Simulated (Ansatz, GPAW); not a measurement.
# A 8-layer slab of Ag(111) in an electric field

Wanted: the out-of-plane polarisability of a 8-layer slab of Ag(111).

Program: GPAW 26.7.0 and Ansatz 0.2.0. Level of theory: Ansatz plane waves; slab in vacuum with a dipole correction, relaxation, in the first sound run; inputs show where later runs differ. Results are calculated unless marked as measured.

This is a report of a sequence of runs, with most program output left out.

## (1) The structure

The cell holds 8 atoms: 8 Ag. Cell: a = 2.892 Å, b = 2.892 Å, c = 34.530 Å, α = 90.0°, β = 90.0°, γ = 60.0°. Vacuum lies along c.

## (2) Relaxing the atoms

The atoms are relaxed first, since the surface dipole, and with it the work function, follows the positions of the outer layers. The lowest 4 atoms are held at bulk positions and keep their forces.

Input file input.yaml:

```yaml
crystal:
  lattice:
    - [2.8920667351, 0.0, 0.0]
    - [1.4460333675, 2.504603262, 0.0]
    - [0.0, 0.0, 34.5295382069]
  atoms:
    - { symbol: Ag, position: [0.6666666667, 0.6666666667, 0.260646405] }
    - { symbol: Ag, position: [0.0, 0.0, 0.3290331464] }
    - { symbol: Ag, position: [0.3333333333, 0.3333333333, 0.3974198879] }
    - { symbol: Ag, position: [0.6666666667, 0.6666666667, 0.4658066293] }
    - { symbol: Ag, position: [0.0, 0.0, 0.5341933707] }
    - { symbol: Ag, position: [0.3333333333, 0.3333333333, 0.6025801121] }
    - { symbol: Ag, position: [0.6666666667, 0.6666666667, 0.6709668536] }
    - { symbol: Ag, position: [0.0, 0.0, 0.739353595] }
kpoints:
  mp_grid: { grid: [12, 12, 1] }
hamiltonian:
  xc: pbe
scf:
  occupations: { method: fermi_dirac, width: 0.1 }
efield:
  axis: 3
  dipole_correction: true
  ramp_width: 0.05
relax:
  f_tol: 0.02
  max_steps: 60
  constraints: [{ sites: [0, 1, 2, 3] }]
output:
  write_potential: true
  write_density: true
  volumetric_format: npy
```

The run is started by

```
ansatz run input.yaml --threads 4 --pin off --max-ram 8192MiB --backend cpu --events-out ev --progress --plain --runs-dir out
```

Elapsed: 21 s, on 4 threads of Intel Xeon 6975P-C (Granite Rapids), shared host; peak memory 0.97 GiB.

Relaxation path:

```
step  energy less that of the first step (eV)  largest force component (eV/Å)
   1                                   0.0000                          0.1593
   2                                  -0.0156                          0.0301
   3                                  -0.0160                          0.0030
```

The run keeps the 6 symmetry operations that it works with, so distortions that break them were not tested.

The atoms that moved most (Å):

```
atom     dx     dy     dz  length
 Ag8  0.000  0.000  0.210   0.210
 Ag7  0.000  0.000  0.151   0.151
 Ag6  0.000  0.000  0.111   0.111
 Ag5  0.000  0.000  0.062   0.062
```

Final coordinates:

```cif
data_structure
_symmetry_space_group_name_H-M 'P 1'
_symmetry_Int_Tables_number 1
_cell_length_a 2.8921
_cell_length_b 2.8921
_cell_length_c 34.5295
_cell_angle_alpha 90.000
_cell_angle_beta 90.000
_cell_angle_gamma 60.000
_cell_volume 250.11
loop_
_atom_site_label
_atom_site_type_symbol
_atom_site_fract_x
_atom_site_fract_y
_atom_site_fract_z
_atom_site_occupancy
Ag1 Ag 0.66667 0.66667 0.26065 1
Ag2 Ag 0.00000 0.00000 0.32903 1
Ag3 Ag 0.33333 0.33333 0.39742 1
Ag4 Ag 0.66667 0.66667 0.46581 1
Ag5 Ag 0.00000 0.00000 0.53600 1
Ag6 Ag 0.33333 0.33333 0.60579 1
Ag7 Ag 0.66667 0.66667 0.67535 1
Ag8 Ag 0.00000 0.00000 0.74544 1
```

This step gave:

| Item | Value |
| --- | --- |
| free energy | -60723.7126 eV |
| smearing term TS | 0.09971 eV |
| symmetry operations | 6 |
| upper work function | 4.484 eV |
| lower work function | 4.445 eV |
| dipole along the normal | -0.001559 e·Å |
| dipole field | -0.001128 V/Å |
| vacuum level above | 11.94 eV |
| vacuum level below | 11.90 eV |

The electrostatic potential energy of an electron (with the applied field's), less the Fermi level, planar mean oscillates, so the rows of the table below give means over windows of 2.45 Å about each position, cut where the curve ends. Its maxima inside the range that stand out by 2 % of the span (Å: eV): 10.2: 0.702, 12.5: 0.779, 15.0: 0.734, 17.3: 1.08, 19.7: 1.07, 22.2: 0.996, 24.6: 0.989. Its minima: 9.1: -12.4, 11.4: -12.6, 13.7: -12.5, 16.1: -12.6, 18.6: -12.5, 20.9: -12.5, 23.3: -12.6, 25.8: -12.5.

Table of electrostatic potential energy of an electron (with the applied field's), less the Fermi level, planar mean by z; means over each step:

z (Å), electrostatic potential energy of an electron (with the applied field's), less the Fermi level, planar mean (eV) and a bar from the least value:
```
     1.23        4.4 ##############################
     3.68        4.4 ##############################
     6.12        4.3 ##############################
     8.58       -4.9 ###
    11.03       -5.9 
    13.47       -5.8 
    15.93       -5.8 
    18.38       -5.7 #
    20.83       -5.7 #
    23.28       -5.7 
    25.73       -5.5 #
    28.18        4.2 #############################
    30.63        4.5 ##############################
    33.08        4.5 ##############################
```

The valence density, planar mean oscillates, so the rows of the table below give means over windows of 2.45 Å about each position, cut where the curve ends. Its maxima inside the range that stand out by 2 % of the span (Å: e/Å³): 9.1: 2.58, 11.4: 2.62, 13.7: 2.59, 16.1: 2.61, 18.6: 2.60, 20.9: 2.59, 23.3: 2.62, 25.8: 2.62. Its minima: 10.2: 0.190, 12.5: 0.193, 15.0: 0.195, 17.3: 0.176, 19.7: 0.179, 22.2: 0.182, 24.5: 0.178.

The valence density, planar mean by z; means over each step:

```
z (Å)  valence density, planar mean (e/Å³)
 3.68                               8.3e-6
 6.12                              0.00377
 8.58                                 1.03
11.03                                 1.08
13.47                                 1.08
15.93                                 1.08
18.38                                 1.07
20.83                                 1.07
23.28                                 1.07
25.73                                 1.06
28.18                               0.0123
30.63                               2.5e-5
```

The relaxation lowered the energy of the cell by 0.0160 eV.

## (3) The slab's potential

With the geometry fixed, the planar mean of the potential gives the vacuum level on each side.

This step: GPAW, PAW setups; slab in vacuum (GPAW 26.7.0).

Input file run.py:

```python
import json
import numpy as np
from ase import Atoms
from gpaw import GPAW, PW

slab = Atoms(
    ['Ag', 'Ag', 'Ag', 'Ag', 'Ag', 'Ag', 'Ag', 'Ag'],
    positions=[
        [2.89207, 1.66974, 9.00000],
        [0.00000, 0.00000, 11.36136],
        [1.44603, 0.83487, 13.72273],
        [2.89207, 1.66974, 16.08409],
        [0.00000, 0.00000, 18.50781],
        [1.44603, 0.83487, 20.91766],
        [2.89207, 1.66974, 23.31945],
        [0.00000, 0.00000, 25.73973]],
    cell=[[2.89207, 0.0, 0.0], [1.44603, 2.5046, 0.0], [0.0, 0.0, 34.52954]],
    pbc=[True, True, False])

slab.calc = GPAW(mode=PW(400), xc='PBE', kpts={'size': (12, 12, 1), 'gamma': True},
                 occupations={'name': 'fermi-dirac', 'width': 0.1}, nbands='160%',
                 convergence={'density': 1e-05}, maxiter=200,
                 poissonsolver={'dipolelayer': 'xy'},
                 symmetry={'tolerance': 1e-3}, txt='slab.txt')
result = {}
energy = slab.get_potential_energy()
fermi = slab.calc.get_fermi_level()
v = slab.calc.get_electrostatic_potential().mean((0, 1)) - fermi
n = slab.calc.get_pseudo_density().mean((0, 1))
L = slab.cell[2, 2]
z = np.arange(len(v)) * L / len(v)
low, high = slab.positions[:, 2].min(), slab.positions[:, 2].max()
below, above = np.interp([low - 6.8, high + 6.8], z, v)
slopes = [np.interp(x, z, np.gradient(v, z)) for x in (low - 6.8, high + 6.8)]
eps = np.array([[slab.calc.get_eigenvalues(k, s) for k in range(len(slab.calc.get_ibz_k_points()))]
                for s in range(slab.calc.get_number_of_spins())]) - fermi
top, bottom = eps[eps < 0].max(), eps[eps > 0].min()
dipole = slab.get_dipole_moment()[2]
print(f'energy {energy:.4f} eV, Fermi level {fermi:.4f} eV, dipole {dipole:.5f} e A')
print(f'potential 6.8 A off the faces, from the Fermi level: lower {below:.4f} eV, upper {above:.4f} eV')
print(f'slope of the potential there: lower {slopes[0]:.5f}, upper {slopes[1]:.5f} eV/A')
print(f'nearest levels on the mesh: {top:.4f} and {bottom:.4f} eV')
print('magnetic moment', round(slab.get_magnetic_moment(), 3))
result.update(energy=energy, fermi=fermi, dipole=dipole, below=below, above=above, slopes=slopes, edges=[top, bottom],
              z=z.tolist(), v=v.tolist(), n=n.tolist(), positions=slab.positions.tolist(),
              forces=slab.get_forces(apply_constraint=False).tolist(), moments=slab.get_magnetic_moments().tolist())
json.dump(result, open('result.json', 'w'))
```

The run is started by

```
OMP_NUM_THREADS=1 OPENBLAS_NUM_THREADS=1 python run.py
```

The job ended after 6.4 min (1 thread; peak memory 0.37 GiB).

This step gave:

```yaml
dipole_along_the_normal: -0.001312 e·Å
levels_nearest_the_fermi_level_on_the_mesh: -0.01052, 0.02254 eV from the Fermi level
upper_work_function: 4.493 eV
lower_work_function: 4.457 eV
```

The electrostatic potential energy of an electron (without an applied field's), less the Fermi level, planar mean oscillates, so the rows of the table below give means over windows of 2.37 Å about each position, cut where the curve ends. Its maxima inside the range that stand out by 2 % of the span (Å: eV): 10.1: 0.716, 12.5: 0.779, 14.9: 0.795, 17.3: 1.08, 19.6: 0.983, 22.1: 1.02, 24.5: 1.03. Its minima: 9.0: -20.6, 11.3: -20.8, 13.7: -20.7, 16.1: -20.8, 18.6: -20.6, 20.9: -20.7, 23.3: -20.8, 25.8: -20.5.

The electrostatic potential energy of an electron (without an applied field's), less the Fermi level, planar mean by z; means over each step:

```
z (Å)  electrostatic potential energy of an electron (without an applied field's), less the Fermi level, planar mean (eV)
 1.19                                                                                                                4.46
 3.56                                                                                                                4.46
 5.93                                                                                                                4.40
 8.29                                                                                                               -6.13
10.67                                                                                                               -8.29
13.04                                                                                                               -8.21
15.41                                                                                                               -8.20
17.77                                                                                                               -7.86
20.14                                                                                                               -7.88
22.52                                                                                                               -7.92
24.89                                                                                                               -7.77
27.25                                                                                                                1.15
29.62                                                                                                                4.48
32.00                                                                                                                4.49
34.37                                                                                                                4.49
```

The pseudo valence density, planar mean oscillates, so the rows of the table below give means over windows of 2.37 Å about each position, cut where the curve ends. Its maxima inside the range that stand out by 2 % of the span (Å: e/Å³): 9.1: 2.52, 11.4: 2.50, 13.8: 2.47, 16.2: 2.44, 18.6: 2.54, 20.9: 2.57, 23.3: 2.57, 25.7: 2.53. Its minima: 10.1: 0.192, 12.5: 0.194, 14.9: 0.193, 17.3: 0.176, 19.6: 0.184, 22.0: 0.191, 24.6: 0.180.

The pseudo valence density, planar mean by z; means over each step:

```
z (Å)  pseudo valence density, planar mean (e/Å³)
 3.56                                      6.1e-6
 5.93                                     0.00213
 8.29                                       0.865
10.67                                       0.993
13.04                                       0.993
15.41                                       0.993
17.77                                       0.967
20.14                                       0.971
22.52                                       0.973
24.89                                       0.959
27.25                                       0.206
29.62                                      2.8e-4
32.00                                           0
```

Force by atom:

```
atom  x (eV/Å)  y (eV/Å)  z (eV/Å)   size
 Ag1     0.000     0.000    -0.169  0.169
 Ag2     0.000     0.000     0.034  0.034
 Ag3     0.000     0.000    -0.023  0.023
 Ag4     0.000     0.000     0.152  0.152
 Ag5     0.000     0.000    -0.002  0.002
 Ag6     0.000     0.000    -0.001  0.001
 Ag7     0.000     0.000    -0.004  0.004
 Ag8     0.000     0.000     0.008  0.008
```

The potential is flat to 1.7e-4 eV/Å where it is read, so the vacuum is wide enough. The geometry is the other program's minimum; here the largest force on a free atom is 0.0082 eV/Å.

## (4) In a field

A uniform field along the normal polarises the slab; the atoms stay fixed, so this is the electronic response alone.

run.py: that of step 3 with these lines changed.

```diff
@@ -4,2 +4,3 @@
 from gpaw import GPAW, PW
+from gpaw.external import ConstantElectricField
 
@@ -23,2 +24,3 @@
                  poissonsolver={'dipolelayer': 'xy'},
+                 external=ConstantElectricField(-0.2, [0, 0, 1]),
                  symmetry={'tolerance': 1e-3}, txt='slab.txt')
```

Wall time 17 min (1 thread); peak memory 0.93 GiB.

Numbers from this step:

```
dipole along the normal                                         : -0.1620 e·Å
levels nearest the Fermi level on the mesh                      : -0.01025, 0.02264 eV from the Fermi level
potential below the slab, the applied field's own ramp left out : 2.477 eV from the Fermi level
potential above the slab, the applied field's own ramp left out : 6.525 eV from the Fermi level
```

The electrostatic potential energy of an electron (without an applied field's), less the Fermi level, planar mean oscillates, so the rows of the table below give means over windows of 2.37 Å about each position, cut where the curve ends. Its maxima inside the range that stand out by 2 % of the span (Å: eV): 10.1: -0.709, 12.5: -0.171, 14.9: 0.321, 17.3: 1.08, 19.6: 1.46, 22.1: 1.99, 24.5: 2.47, 33.8: 6.52. Its minima: 9.0: -22.2, 11.3: -22.0, 13.7: -21.4, 16.1: -21.0, 18.6: -20.3, 20.9: -20.0, 23.3: -19.6, 25.8: -18.8.

Electrostatic potential energy of an electron (without an applied field's), less the Fermi level, planar mean against z; means over each step:

```
z (Å)  electrostatic potential energy of an electron (without an applied field's), less the Fermi level, planar mean (eV)
 1.19                                                                                                                2.64
 3.56                                                                                                                2.48
 5.93                                                                                                                2.42
 8.29                                                                                                               -7.92
10.67                                                                                                               -9.61
13.04                                                                                                               -9.06
15.41                                                                                                               -8.57
17.77                                                                                                               -7.76
20.14                                                                                                               -7.30
22.52                                                                                                               -6.87
24.89                                                                                                               -6.25
27.25                                                                                                                3.09
29.62                                                                                                                6.51
32.00                                                                                                                6.52
34.37                                                                                                                6.37
```

Force by atom:

```
atom  x (eV/Å)  y (eV/Å)  z (eV/Å)   size
 Ag1     0.000     0.000    -0.163  0.163
 Ag2     0.000     0.000     0.033  0.033
 Ag3     0.000     0.000    -0.024  0.024
 Ag4     0.000     0.000     0.152  0.152
 Ag5     0.000     0.000    -0.003  0.003
 Ag6     0.000     0.000    -0.003  0.003
 Ag7     0.000     0.000    -0.007  0.007
 Ag8     0.000     0.000     0.012  0.012
```

The dipole is now -0.162 e Å, against -0.0013 in the run without a field.

## (5) In a field

run.py: that of step 4 with these lines changed.

```diff
@@ -24,3 +24,3 @@
                  poissonsolver={'dipolelayer': 'xy'},
-                 external=ConstantElectricField(-0.2, [0, 0, 1]),
+                 external=ConstantElectricField(-0.1, [0, 0, 1]),
                  symmetry={'tolerance': 1e-3}, txt='slab.txt')
```

It took 25 min on 1 thread; peak memory 0.95 GiB.

This step gave:

| Quantity | Value |
| --- | --- |
| dipole along the normal | -0.08169 e·Å |
| levels nearest the Fermi level on the mesh | -0.01040, 0.02255 eV from the Fermi level |
| potential below the slab, the applied field's own ramp left out | 3.466 eV from the Fermi level |
| potential above the slab, the applied field's own ramp left out | 5.507 eV from the Fermi level |

The electrostatic potential energy of an electron (without an applied field's), less the Fermi level, planar mean oscillates, so the rows of the table below give means over windows of 2.37 Å about each position, cut where the curve ends. Its maxima inside the range that stand out by 2 % of the span (Å: eV): 10.1: 0.00339, 12.5: 0.305, 14.9: 0.559, 17.3: 1.08, 19.6: 1.22, 22.1: 1.51, 24.5: 1.75, 33.8: 5.51. Its minima: 9.0: -21.4, 11.3: -21.4, 13.7: -21.1, 16.1: -20.9, 18.6: -20.5, 20.9: -20.4, 23.3: -20.2, 25.8: -19.6.

Electrostatic potential energy of an electron (without an applied field's), less the Fermi level, planar mean against z; means over each step:

z (Å), electrostatic potential energy of an electron (without an applied field's), less the Fermi level, planar mean (eV) and a bar from the least value:
```
     1.19        3.5 ##########################
     3.56        3.5 ##########################
     5.93        3.4 ##########################
     8.29       -7.0 ####
    10.67       -8.9 
    13.04       -8.6 #
    15.41       -8.4 #
    17.77       -7.8 ##
    20.14       -7.6 ###
    22.52       -7.4 ###
    24.89       -7.0 ####
    27.25        2.1 #######################
    29.62        5.5 ##############################
    32.00        5.5 ##############################
    34.37        5.4 ##############################
```

Force by atom:

```
atom  x (eV/Å)  y (eV/Å)  z (eV/Å)   size
 Ag1     0.000     0.000    -0.165  0.165
 Ag2     0.000     0.000     0.034  0.034
 Ag3     0.000     0.000    -0.024  0.024
 Ag4     0.000     0.000     0.151  0.151
 Ag5     0.000     0.000    -0.003  0.003
 Ag6     0.000     0.000    -0.003  0.003
 Ag7     0.000     0.000    -0.006  0.006
 Ag8     0.000     0.000     0.010  0.010
```

The dipole is now -0.0817 e Å, against -0.0013 in the run without a field.

## (6) Field on

run.py: that of step 5 with these lines changed.

```diff
@@ -24,3 +24,3 @@
                  poissonsolver={'dipolelayer': 'xy'},
-                 external=ConstantElectricField(-0.1, [0, 0, 1]),
+                 external=ConstantElectricField(-0.05, [0, 0, 1]),
                  symmetry={'tolerance': 1e-3}, txt='slab.txt')
```

Run time: 28 min. Hardware: 1 thread; peak memory 0.93 GiB.

(Continued in part 2 of 2.)

[Logs are printed without paths, hosts, clocks, repeated set-up lines and the standing remarks that a program may print on its own settings, such as how far it seeks lower states.]

[Hosts, paths, dates, database ids (printed as entryN), source tags and the programs' standing remarks are cut or masked in the printed files.]
